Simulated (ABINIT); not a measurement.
# How the form of the self-energy moves the gap of SrTiO3 (Tausonite), part 2 of 2

Wanted: the gap of SrTiO3 (Tausonite) under several approximations, with cost.

ABINIT 10.8.3; PBE and many-body steps on it, plane waves. Known limits of the many-body steps: not at the basis limit; no spin-orbit coupling; coarse k mesh.

So far. Step 5 (G0W0, Hybertsen-Louie plasmon pole): Against G0W0 in ABINIT (4×4×4 mesh, 197 bands, screening to 190.5 eV, Godby-Needs plasmon pole), the gap moves by +0.729 eV. Step 6 (G0W0, von der Linden-Horsch plasmon pole): Against G0W0 in ABINIT (4×4×4 mesh, 197 bands, screening to 190.5 eV, Godby-Needs plasmon pole), the gap moves by +0.142 eV.

### 7. G0W0, Engel-Farid plasmon pole

Level of this step: G0W0 on PBE, plane waves, norm-conserving pseudopotentials (ABINIT).

run.abi

```
acell 3*1.0 Angstrom
rprim 
  3.905280000000 0.000000000000 0.000000000000
  0.000000000000 3.905280000000 0.000000000000
  0.000000000000 0.000000000000 3.905280000000
ntypat 3
znucl 38 22 8
natom 5
typat 1 2 3 3 3
xred 
  0.500000000000 0.500000000000 0.500000000000
  0.000000000000 0.000000000000 0.000000000000
  0.500000000000 0.000000000000 0.000000000000
  0.000000000000 0.500000000000 0.000000000000
  0.000000000000 0.000000000000 0.500000000000
pp_dirpath "pseudos"
pseudos "Sr.upf, Ti.upf, O.upf"
ecut 38
ngkpt 4 4 4
nshiftk 1
shiftk 0 0 0
kptopt 1
chksymbreak 0
istwfk *1
occopt 1
irdwfk 1
optdriver 4
nband 197
gwcalctyp 0
ecutsigx 38
symsigma 1
nkptgw 2
kptgw 
  0.5000000000 0.5000000000 0.5000000000
  0.0000000000 0.0000000000 0.0000000000
bdgw 
  18 23
  18 23
ecuteps 7
irdscr 1
ppmodel 4
indata_prefix "in"
outdata_prefix "out"
tmpdata_prefix "tmp"
```

The run is started by

```console
> OMP_NUM_THREADS=1 mpirun -n 8 abinit run.abi > log
```

Output:

```text
.Version 10.8.3 of ABINIT. v10.8.2 released Aug 2026.

 Symmetries : space group Pm -3 m (#221); Bravais cP (primitive cubic)
[... echo of the input left out ...]
== DATASET  1 ==================================================================
-   mpi_nproc: 8, omp_nthreads: 1 (-1 if OMP is not activated)

--- !DatasetInfo
iteration_state: {dtset: 1, }
dimensions: {natom: 5, nkpt: 10, mband: 197, nsppol: 1, nspinor: 1, nspden: 1, mpw: 4632, }
cutoff_energies: {ecut:  38.0, pawecutdg:  -1.0, }
[...]
Band     E0 <VxcDFT>   SigX SigC(E0)      Z dSigC/dE  Sig(E)    E-E0       E
[...]
22   8.833 -18.883 -11.450  -5.801   0.804  -0.243 -17.571   1.312  10.145
       23   8.833 -18.883 -11.450  -5.801   0.804  -0.243 -17.571   1.312  10.145

== END DATASET(S) ==============================================================
================================================================================

 -outvars: echo values of variables after computation  --------
           etotal      0.0000000000E+00
            nband         197
             nkpt          10
          spgroup         221
 [... the other variables as echoed above ...]

 Calculation completed.
```

Wall time 10 s (8 MPI ranks of Arm Neoverse V2, shared host); peak memory 2.1 GiB; 79 s of CPU time.

This step gave:

* G0W0 gap on the points computed: 3.600 eV
* starting gap on the mesh: 1.908 eV
* k of the valence top: 0.5, 0.5, 0.5
* k of the conduction bottom: 0, 0, 0
* least direct G0W0 gap on the computed points: 3.982 eV

Against G0W0 in ABINIT (4×4×4 mesh, 197 bands, screening to 190.5 eV, Godby-Needs plasmon pole), the gap moves by +0.121 eV.

### 8. One-shot SEX

This step: one-shot SEX on PBE, plane waves, norm-conserving pseudopotentials.

run.abi: that of step 7 with these lines changed.

```diff
@@ -28,3 +28,3 @@
 nband 197
-gwcalctyp 0
+gwcalctyp 6
 ecutsigx 38
@@ -40,3 +40,2 @@
 irdscr 1
-ppmodel 4
 indata_prefix "in"
```

Output:

```text
.Version 10.8.3 of ABINIT. v10.8.2 released Aug 2026.

 Symmetries : space group Pm -3 m (#221); Bravais cP (primitive cubic)
[... echo of the input left out ...]
== DATASET  1 ==================================================================
-   mpi_nproc: 8, omp_nthreads: 1 (-1 if OMP is not activated)

--- !DatasetInfo
iteration_state: {dtset: 1, }
dimensions: {natom: 5, nkpt: 10, mband: 197, nsppol: 1, nspinor: 1, nspden: 1, mpw: 4632, }
cutoff_energies: {ecut:  38.0, pawecutdg:  -1.0, }
[...]
Band     E0 <VxcDFT>   SigX SigC(E0)      Z dSigC/dE  Sig(E)    E-E0       E
[...]
22   8.833 -18.883 -11.450   4.926   1.000   0.000  -6.524  12.359  21.192
       23   8.833 -18.883 -11.450   4.926   1.000   0.000  -6.524  12.359  21.192

== END DATASET(S) ==============================================================
================================================================================

 -outvars: echo values of variables after computation  --------
           etotal      0.0000000000E+00
            nband         197
             nkpt          10
          spgroup         221
 [... the other variables as echoed above ...]

 Calculation completed.
```

The job ended after 3.6 s (8 MPI ranks; peak memory 1.6 GiB).

Numbers from this step:

```
quasiparticle gap on the points computed              : 3.240 eV
starting gap on the mesh                              : 1.908 eV
k of the valence top                                  : 0.5, 0.5, 0.5
k of the conduction bottom                            : 0, 0, 0
least direct quasiparticle gap on the computed points : 3.552 eV
```

Against G0W0 in ABINIT (4×4×4 mesh, 197 bands, screening to 190.5 eV, Godby-Needs plasmon pole), the gap moves by −0.239 eV.

### 9. One-shot COHSEX

This step: one-shot COHSEX on PBE, plane waves, norm-conserving pseudopotentials.

run.abi: that of step 8 with these lines changed.

```diff
@@ -28,3 +28,3 @@
 nband 197
-gwcalctyp 6
+gwcalctyp 7
 ecutsigx 38
```

Output:

```text
.Version 10.8.3 of ABINIT. v10.8.2 released Aug 2026.

 Symmetries : space group Pm -3 m (#221); Bravais cP (primitive cubic)
[... echo of the input left out ...]
== DATASET  1 ==================================================================
-   mpi_nproc: 8, omp_nthreads: 1 (-1 if OMP is not activated)

--- !DatasetInfo
iteration_state: {dtset: 1, }
dimensions: {natom: 5, nkpt: 10, mband: 197, nsppol: 1, nspinor: 1, nspden: 1, mpw: 4632, }
cutoff_energies: {ecut:  38.0, pawecutdg:  -1.0, }
[...]
Band     E0 <VxcDFT>   SigX SigC(E0)      Z dSigC/dE  Sig(E)    E-E0       E
[...]
22   8.833 -18.883 -11.450  -8.325   1.000   0.000 -19.775  -0.892   7.941
       23   8.833 -18.883 -11.450  -8.325   1.000   0.000 -19.775  -0.892   7.941

== END DATASET(S) ==============================================================
================================================================================

 -outvars: echo values of variables after computation  --------
           etotal      0.0000000000E+00
            nband         197
             nkpt          10
          spgroup         221
 [... the other variables as echoed above ...]

 Calculation completed.
```

It took 3.6 s on 8 MPI ranks; peak memory 1.6 GiB.

Numbers from this step:

| Item | Value |
| --- | --- |
| quasiparticle gap on the points computed | 4.098 eV |
| starting gap on the mesh | 1.908 eV |
| k of the valence top | 0.5, 0.5, 0.5 |
| k of the conduction bottom | 0, 0, 0 |
| least direct quasiparticle gap on the computed points | 4.51 eV |

Against G0W0 in ABINIT (4×4×4 mesh, 197 bands, screening to 190.5 eV, Godby-Needs plasmon pole), the gap moves by +0.619 eV.

### 10. One-shot Hartree-Fock

This step: one-shot Hartree-Fock on PBE, plane waves, norm-conserving pseudopotentials.

run.abi: that of step 9 with these lines changed.

```diff
@@ -27,4 +27,4 @@
 optdriver 4
-nband 197
-gwcalctyp 7
+nband 24
+gwcalctyp 5
 ecutsigx 38
@@ -38,4 +38,4 @@
   18 23
-ecuteps 7
-irdscr 1
+ixc_sigma 40
+fftgw 31
 indata_prefix "in"
```

Output:

```text
.Version 10.8.3 of ABINIT. v10.8.2 released Aug 2026.

 Symmetries : space group Pm -3 m (#221); Bravais cP (primitive cubic)
[... echo of the input left out ...]
== DATASET  1 ==================================================================
-   mpi_nproc: 8, omp_nthreads: 1 (-1 if OMP is not activated)

--- !DatasetInfo
iteration_state: {dtset: 1, }
dimensions: {natom: 5, nkpt: 10, mband: 24, nsppol: 1, nspinor: 1, nspden: 1, mpw: 4632, }
cutoff_energies: {ecut:  38.0, pawecutdg:  -1.0, }
[...]
Band     E0 <VxcDFT>   SigX SigC(E0)      Z dSigC/dE  Sig(E)    E-E0       E
[...]
22   8.833 -18.883 -11.450   0.000   1.000   0.000 -11.450   7.433  16.266
       23   8.833 -18.883 -11.450   0.000   1.000   0.000 -11.450   7.433  16.266

== END DATASET(S) ==============================================================
================================================================================

 -outvars: echo values of variables after computation  --------
           etotal      0.0000000000E+00
            nband          24
             nkpt          10
          spgroup         221
 [... the other variables as echoed above ...]

 Calculation completed.
```

Wall time 3.3 s (8 MPI ranks); peak memory 1.5 GiB; 25 s of CPU time.

Numbers from this step:

```yaml
quasiparticle_gap_on_the_points_computed: 14.33 eV
starting_gap_on_the_mesh: 1.908 eV
k_of_the_valence_top: 0.5, 0.5, 0.5
k_of_the_conduction_bottom: 0, 0, 0
least_direct_quasiparticle_gap_on_the_computed_points: 14.52 eV
```

Against G0W0 in ABINIT (4×4×4 mesh, 197 bands, screening to 190.5 eV, Godby-Needs plasmon pole), the gap moves by +10.855 eV.

### 11. Screening, 4×4×4 mesh, 197 bands, screening to 190.5 eV

This step: RPA screening on PBE, plane waves, norm-conserving pseudopotentials.

run.abi: that of step 10 with these lines changed.

```diff
@@ -26,16 +26,11 @@
 irdwfk 1
-optdriver 4
-nband 24
-gwcalctyp 5
-ecutsigx 38
-symsigma 1
-nkptgw 2
-kptgw 
-  0.5000000000 0.5000000000 0.5000000000
-  0.0000000000 0.0000000000 0.0000000000
-bdgw 
-  18 23
-  18 23
-ixc_sigma 40
-fftgw 31
+optdriver 3
+nband 197
+ecuteps 7
+inclvkb 2
+awtr 1
+symchi 1
+gwcalctyp 1
+nfreqre 0
+nfreqim 16
 indata_prefix "in"
```

Output:

```text
.Version 10.8.3 of ABINIT. v10.8.2 released Aug 2026.

 Symmetries : space group Pm -3 m (#221); Bravais cP (primitive cubic)
[... echo of the input left out ...]
== DATASET  1 ==================================================================
-   mpi_nproc: 8, omp_nthreads: 1 (-1 if OMP is not activated)

--- !DatasetInfo
iteration_state: {dtset: 1, }
dimensions: {natom: 5, nkpt: 10, mband: 197, nsppol: 1, nspinor: 1, nspden: 1, mpw: 4632, }
cutoff_energies: {ecut:  38.0, pawecutdg:  -1.0, }
electrons: {nelect:   4.00000000E+01, charge:   0.00000000E+00, occopt:   1.00000000E+00, tsmear:   1.00000000E-02, }

 SCREENING: Calculation of the susceptibility and dielectric matrices

 Based on a program developped by R.W. Godby, V. Olevano, G. Onida, and L. Reining.
 Incorporated in ABINIT by V. Olevano, G.-M. Rignanese, and M. Torrent.
.Using double precision arithmetic ; gwpc =  8

[... cell and pseudopotentials left out ...]
--------------------------------------------------------------------------------

 ==== K-mesh for the wavefunctions ====
 Number of points in the irreducible wedge :    10
[... list of points left out ...]
 Together with 48 symmetry operations and time-reversal symmetry
 yields    64 points in the full Brillouin Zone.

 ==== Q-mesh for the screening function ====
 Number of points in the irreducible wedge :    10
[... list of points left out ...]
 Together with 48 symmetry operations and time-reversal symmetry
 yields    64 points in the full Brillouin Zone.

 setmesh: FFT mesh size selected  =    30x   30x   30
          total number of points  =        27000

 vcoul_init : cutoff-mode = AUXILIARY_FUNCTION
 q-points for optical limit:   1
     1)      0.000010    0.000020    0.000030

- screening: taking advantage of time-reversal symmetry
- Maximum band index for partially occupied states nbvw = 20
- Remaining bands to be divided among processors   nbcw = 177
- Number of bands treated by each node ~22

 Number of electrons calculated from density =   40.0000; Expected =   40.0000
 average of density, n =  0.099519
 r_s =    1.3387
 omega_plasma =   30.4305 [eV]

 calculating chi0 at frequencies [eV] :
  1    0.000000E+00    0.000000E+00
  2    0.000000E+00    5.107465E+03
  3    0.000000E+00    9.547064E+02
[...]
16    0.000000E+00    7.755887E-01
 17    0.000000E+00    1.449759E-01

--------------------------------------------------------------------------------
  q-point number  1        q = ( 0.000000, 0.000000, 0.000000) [r.l.u.]
--------------------------------------------------------------------------------
[... chi0 elements left out ...]
  [... further frequencies ...]

 No. of calculated frequencies >  15, stop printing
 For q-point:  0.000010 0.000020 0.000030
  dielectric constant =   6.3915
  dielectric constant without local fields =   6.7756

  Average fulfillment of the sum rule on Im[epsilon] for q-point    1 :     75.07  [%]
[... wings left out ...]
  q-point number  2        q = ( 0.250000, 0.000000, 0.000000) [r.l.u.]
--------------------------------------------------------------------------------
[... chi0 elements left out ...]
  [... further frequencies ...]

 No. of calculated frequencies >  15, stop printing
  Average fulfillment of the sum rule on Im[epsilon] for q-point    2 :     83.03  [%]

 [... 8 further q-points ...]
```

Wall time 5.4 min (8 MPI ranks); peak memory 2.8 GiB; 43 min of CPU time.

Numbers from this step:

| Quantity | Value |
| --- | --- |
| ε∞ with local fields, on this mesh, along the program's q direction | 6.391 |
| the same without local fields | 6.776 |
| plasma frequency | 30.43 eV |
| plane waves in the screening matrix | 365 |

### 12. G0W0, analytic continuation

This step: G0W0 on PBE, plane waves, norm-conserving pseudopotentials.

run.abi: that of step 11 with these lines changed.

```diff
@@ -26,11 +26,18 @@
 irdwfk 1
-optdriver 3
+optdriver 4
 nband 197
+gwcalctyp 1
+ecutsigx 38
+symsigma 1
+nkptgw 2
+kptgw 
+  0.5000000000 0.5000000000 0.5000000000
+  0.0000000000 0.0000000000 0.0000000000
+bdgw 
+  18 23
+  18 23
 ecuteps 7
-inclvkb 2
-awtr 1
-symchi 1
-gwcalctyp 1
-nfreqre 0
-nfreqim 16
+irdscr 1
+nomegasi 12
+omegasimax 25 eV
 indata_prefix "in"
```

Output:

```text
.Version 10.8.3 of ABINIT. v10.8.2 released Aug 2026.

 Symmetries : space group Pm -3 m (#221); Bravais cP (primitive cubic)
[... echo of the input left out ...]
== DATASET  1 ==================================================================
-   mpi_nproc: 8, omp_nthreads: 1 (-1 if OMP is not activated)

--- !DatasetInfo
iteration_state: {dtset: 1, }
dimensions: {natom: 5, nkpt: 10, mband: 197, nsppol: 1, nspinor: 1, nspden: 1, mpw: 4632, }
cutoff_energies: {ecut:  38.0, pawecutdg:  -1.0, }
[...]
Band     E0 <VxcDFT>   SigX SigC(E0)      Z dSigC/dE  Sig(E)    E-E0       E
[...]
23   0.954 -18.883 -11.450  -5.650   0.720  -0.389 -17.636   1.247   2.201
       23   0.000   0.000   0.000   0.020   0.013   0.025   0.041   0.041   0.041

== END DATASET(S) ==============================================================
================================================================================

 -outvars: echo values of variables after computation  --------
           etotal      0.0000000000E+00
            nband         197
             nkpt          10
          spgroup         221
 [... the other variables as echoed above ...]

 Calculation completed.
```

Run time: 14 s. Hardware: 8 MPI ranks; peak memory 2.7 GiB; 1.8 min of CPU time.

Numbers from this step:

```
G0W0 gap on the points computed              : 3.416 eV
starting gap on the mesh                     : 1.908 eV
k of the valence top                         : 0.5, 0.5, 0.5
k of the conduction bottom                   : 0, 0, 0
least direct G0W0 gap on the computed points : 3.81 eV
```

Against G0W0 in ABINIT (4×4×4 mesh, 197 bands, screening to 190.5 eV, Godby-Needs plasmon pole), the gap moves by −0.063 eV.

### 13. Side by side

Times are wall times on 8 MPI ranks of Arm Neoverse V2, shared host, good to a factor of about two. A run's time includes the screening step that it read.

```
                                     run   mesh  bands  screening cutoff (eV)  DFT gap (eV)  gap on the mesh (eV)  direct (eV)  ε∞ used     time
          G0W0, Godby-Needs plasmon pole  4×4×4    197                  190.5         1.908                 3.479        3.852     6.39  1.7 min
      G0W0, Hybertsen-Louie plasmon pole  4×4×4    197                  190.5         1.908                 4.208        4.544     6.39    100 s
G0W0, von der Linden-Horsch plasmon pole  4×4×4    197                  190.5         1.908                 3.621        3.990     6.39     92 s
          G0W0, Engel-Farid plasmon pole  4×4×4    197                  190.5         1.908                 3.600        3.982     6.39     92 s
                            one-shot SEX  4×4×4    197                  190.5         1.908                 3.240        3.552     6.39     85 s
                         one-shot COHSEX  4×4×4    197                  190.5         1.908                 4.098        4.510     6.39     86 s
                   one-shot Hartree-Fock  4×4×4      -                      -         1.908                14.334       14.520        -    3.3 s
             G0W0, analytic continuation  4×4×4    197                  190.5         1.908                 3.416        3.810     6.39  5.6 min
```

### 14. Outcome

```
G0W0, Godby-Needs plasmon pole           : 3.479 eV
G0W0, Hybertsen-Louie plasmon pole       : 4.208 eV
G0W0, von der Linden-Horsch plasmon pole : 3.621 eV
G0W0, Engel-Farid plasmon pole           : 3.600 eV
one-shot SEX                             : 3.240 eV
one-shot COHSEX                          : 4.098 eV
one-shot Hartree-Fock                    : 14.334 eV
G0W0, analytic continuation              : 3.416 eV
known limits                             : not at the basis limit; no spin-orbit coupling; coarse k mesh
```

What this shows: G0W0, Hybertsen-Louie plasmon pole: +0.729 eV against G0W0, Godby-Needs plasmon pole. G0W0, von der Linden-Horsch plasmon pole: +0.142 eV against G0W0, Godby-Needs plasmon pole. G0W0, Engel-Farid plasmon pole: +0.121 eV against G0W0, Godby-Needs plasmon pole. One-shot SEX: −0.239 eV against G0W0, Godby-Needs plasmon pole. One-shot COHSEX: +0.619 eV against G0W0, Godby-Needs plasmon pole. One-shot Hartree-Fock: +10.855 eV against G0W0, Godby-Needs plasmon pole. G0W0, analytic continuation: −0.063 eV against G0W0, Godby-Needs plasmon pole. Bare exchange alone opens the gap to 14.33 eV; against G0W0, correlation takes back 10.85 eV. Against experiment, by G0W0, Godby-Needs plasmon pole: the direct gap of 3.85 eV lies +0.08 eV from the measured 3.77 eV (direct, 300 K, 2013). An exciton line or allowed optical edge lies below the quasiparticle gap by the binding energy; a forbidden edge can push the onset above it. These are gaps on the mesh, at modest bands and cutoff. The calculation has static nuclei and no excitons; a measured gap holds zero-point and thermal motion, which mostly lowers it. Bands and cutoff are finite, so the gap is not at the basis limit. The miss can reach some tenths of an eV and take either sign; the mesh is an error of its own. In the G0W0 runs levels were corrected at 2 k points alone, so a gap called «on the mesh» is the least over those, and an edge elsewhere would be missed. The 4×4×4 mesh is coarse for this cell, which bears on the long-range parts of exchange and screening. This is the ideal cubic cell; many perovskites, halides above all, are cubic only on average, and local tilts or off-centring can widen the gap. The many-body steps are scalar-relativistic: spin-orbit coupling is not in them.

[Paths, hosts, dates, memory and timing lines, banners, echoed tables and standing remarks are left out of the program output.]

[Logs are printed without paths, hosts, clocks, repeated set-up lines and the standing remarks that a program may print on its own settings, such as how far it seeks lower states.]

[Runs of the session that timed out or met a known fault of the program may be left out.]

[Hosts, paths, dates, database ids (printed as entryN), source tags and the programs' standing remarks are cut or masked in the printed files.]

[G0W0 gaps are taken among the corrected bands and points alone; a level outside them can change the order at an edge.]

[Where Ansatz stands beside ABINIT at settings called matched, ABINIT's density can come from a denser mesh and the files from another edition; pairs whose starting gaps differed by over 0.03 eV were left out, so agreement reads better than it is.]
